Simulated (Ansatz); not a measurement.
# PtC (model cell, started as NiAs type): phonons and vibrational spectra, part 2 of 2

Wanted: phonon frequencies of PtC (model cell, started as NiAs type) and what follows from them.

Ansatz 0.2.0; DFT PBEsol, scalar-relativistic, plane waves, PAW.

So far. Step 4 (Tight relaxation): The forces vanish by symmetry and the pressure is 0.000 GPa, within the tolerances set. The cell now holds 10.90 Å³/atom. The relaxed cell has a = 3.115, c = 5.187 Å (conventional setting).

The structure was built from a prototype and need not be the compound's stable phase.

## 5. Phonons on a q mesh (continued)

The phonon density of states has structure finer than the step of the table below, so its rows give means over 50 cm⁻¹, whole bins alone (the curve runs from -345 to 575 cm⁻¹). Peaks (cm⁻¹: height): 75.0: 0.0667, 135.0: 0.0397, 205.0: 0.0268, 445.0: 0.0409.

Tetrahedra on a 24×24×12 mesh, mean over bins of 10 cm-1. Interpolated from a 3×3×2 q mesh. The phonon density of states by wavenumber; means over each step:

```
wavenumber (cm⁻¹)  phonon density of states (1/cm⁻¹/cell)
             -300                                  4.8e-4
             -250                                  7.9e-4
             -200                                 0.00178
             -150                                 0.00291
             -100                                 0.00513
              -50                                 0.00800
                0                                  0.0111
               50                                  0.0347
              100                                  0.0292
              150                                  0.0257
              200                                  0.0204
              250                                 0.00613
              300                                 0.00538
              350                                 0.00682
              400                                  0.0165
              450                                  0.0305
              500                                  0.0186
              550                                  0.0157
```

The partial phonon density of states has structure finer than the step of the table below, so its rows give means over 25 cm⁻¹, whole bins alone (the curve runs from -352 to 596 cm⁻¹). Peaks (cm⁻¹: height): C 446.7: 0.0388, 559.9: 0.0200; Pt -24.0: 0.0128, 71.4: 0.0561, 130.9: 0.0343, 208.4: 0.0180.

Phonopy on the run's constants, 21x21x11 mesh, Gaussian sigma 6.8 cm-1. Interpolated from a 3×3×2 q mesh. Table of partial phonon density of states by wavenumber; means over each step; values in 1/cm⁻¹/cell:

```
wavenumber (cm⁻¹)        C       Pt
             -325   2.7e-4   2.1e-5
             -300   4.5e-4   3.6e-5
             -275   6.3e-4   5.9e-5
             -250   6.9e-4   8.4e-5
             -225  0.00102   1.4e-4
             -200  0.00159   2.9e-4
             -175  0.00211   5.2e-4
             -150  0.00175   6.0e-4
             -125  0.00223  0.00170
             -100  0.00255  0.00283
              -75  0.00203  0.00440
              -50  0.00146  0.00662
              -25   6.4e-4   0.0115
                0   3.6e-4  0.00636
               25  0.00101   0.0153
               50  0.00152   0.0318
               75  0.00173   0.0484
              100  0.00146   0.0227
              125  0.00245   0.0272
              150  0.00329   0.0228
              175  0.00467   0.0117
              200  0.00677   0.0156
              225  0.00662  0.00665
              250  0.00549   6.2e-4
              275  0.00469   3.1e-4
              300  0.00496   2.1e-4
              325  0.00542   1.8e-4
              350  0.00570   1.2e-4
              375   0.0124   2.0e-4
              400   0.0167   2.6e-4
              425   0.0214   2.2e-4
              450   0.0349   2.1e-4
              475   0.0247   1.7e-4
              500   0.0176   1.6e-4
              525   0.0148   9.7e-5
              550   0.0177   5.7e-5
              575  0.00615   1.1e-5
```

Symmetry leaves 6 wavevectors to solve. The lowest mode among them, the acoustic zeros apart, lies at Γ and is imaginary, 341.6i cm⁻¹, so the energy falls along it.

## 6. Isotope substitution

An isotope changes the mass and not the force constants, so no new electronic calculation is needed; the shifts show which modes move this element.

The same force constants with the mass of C changed from 12.011 to 13.003 u (phonopy, no LO-TO term). Both lists are sorted by frequency; levels can cross, so a row need not hold one and the same mode. Modes under 3 cm⁻¹ are left out. Isotope shifts, by row, the first 40 of 45 rows:

```
            q  rank  natural mass (cm⁻¹)  changed mass (cm⁻¹)
        0 0 0     1               -341.6               -329.1
        0 0 0     2               -23.74               -23.74
        0 0 0     3               -23.74               -23.74
        0 0 0     7                203.2                203.2
        0 0 0     8                387.6                373.4
        0 0 0     9                387.6                373.4
        0 0 0    10                437.9                420.8
        0 0 0    11                437.9                420.8
        0 0 0    12                504.7                485.1
     0 0 -0.5     1                -31.6               -31.58
     0 0 -0.5     2                -31.6               -31.58
     0 0 -0.5     3                -31.6               -31.58
     0 0 -0.5     4                -31.6               -31.58
     0 0 -0.5     5                   64                63.44
     0 0 -0.5     6                   64                63.44
     0 0 -0.5     7                215.8                209.3
     0 0 -0.5     8                215.8                209.3
     0 0 -0.5     9                  419                402.9
     0 0 -0.5    10                  419                402.9
     0 0 -0.5    11                  419                402.9
     0 0 -0.5    12                  419                402.9
   0 0.3333 0     1               -122.8               -120.5
   0 0.3333 0     2                66.57                   66
   0 0.3333 0     3                73.02                   73
   0 0.3333 0     4                76.52                76.52
   0 0.3333 0     5                109.5                108.1
   0 0.3333 0     6                138.9                138.9
   0 0.3333 0     7                214.6                214.5
   0 0.3333 0     8                363.9                349.8
   0 0.3333 0     9                367.9                353.8
   0 0.3333 0    10                451.4                433.8
   0 0.3333 0    11                478.1                459.8
   0 0.3333 0    12                526.9                506.4
0 0.3333 -0.5     1                44.06                44.04
0 0.3333 -0.5     2                44.06                44.04
0 0.3333 -0.5     3                 53.4                52.82
0 0.3333 -0.5     4                 53.4                52.82
0 0.3333 -0.5     5                118.5                118.3
0 0.3333 -0.5     6                118.5                118.3
0 0.3333 -0.5     7                207.7                  202
```

A mode of this element alone would shift by -3.89 %. The highest zone-centre frequency without the field goes from 504.7 to 485.1 cm⁻¹ (-3.9 %).

## 7. Results

| Property | Result |
| --- | --- |
| space group after relaxation (within 0.01 Å) | P6_3/mmc |
| volume per atom | 10.9 Å³ |
| electronic character | no gap on this mesh |
| highest optical mode at the zone centre (no LO-TO term) | 505 cm⁻¹ |
| lowest optical zone-centre mode | -342 cm⁻¹ |
| lowest mode on the q mesh (acoustic modes at Γ apart) | -342 cm⁻¹ |
| highest frequency on the path or at a solved wavevector | 569 cm⁻¹ |
| imaginary modes on the 3×3×2 q mesh | yes |

In words: Modes are clearly imaginary (beyond 10i cm⁻¹) at 4 of the 6 irreducible wavevectors, most at Γ (341.6i cm⁻¹), so this structure is not a minimum of the energy. The optical modes at Γ span -342 to 505 cm⁻¹ (negative means imaginary). With no gap, or one that is small against the smearing, the frequencies hang on the k mesh and the smearing, most of all near Kohn anomalies. Spin-orbit coupling is left out, which can matter for the heavy elements here. The starting cell was built on a prototype and not taken from a measurement, so the phase need not exist. These are harmonic frequencies at zero temperature: anharmonic shifts, linewidths and thermal expansion are left out.

[Logs are printed without paths, hosts, clocks, repeated set-up lines and the standing remarks that a program may print on its own settings, such as how far it seeks lower states.]

[Hosts, paths, dates, database ids (printed as entryN), source tags and the programs' standing remarks are cut or masked in the printed files.]
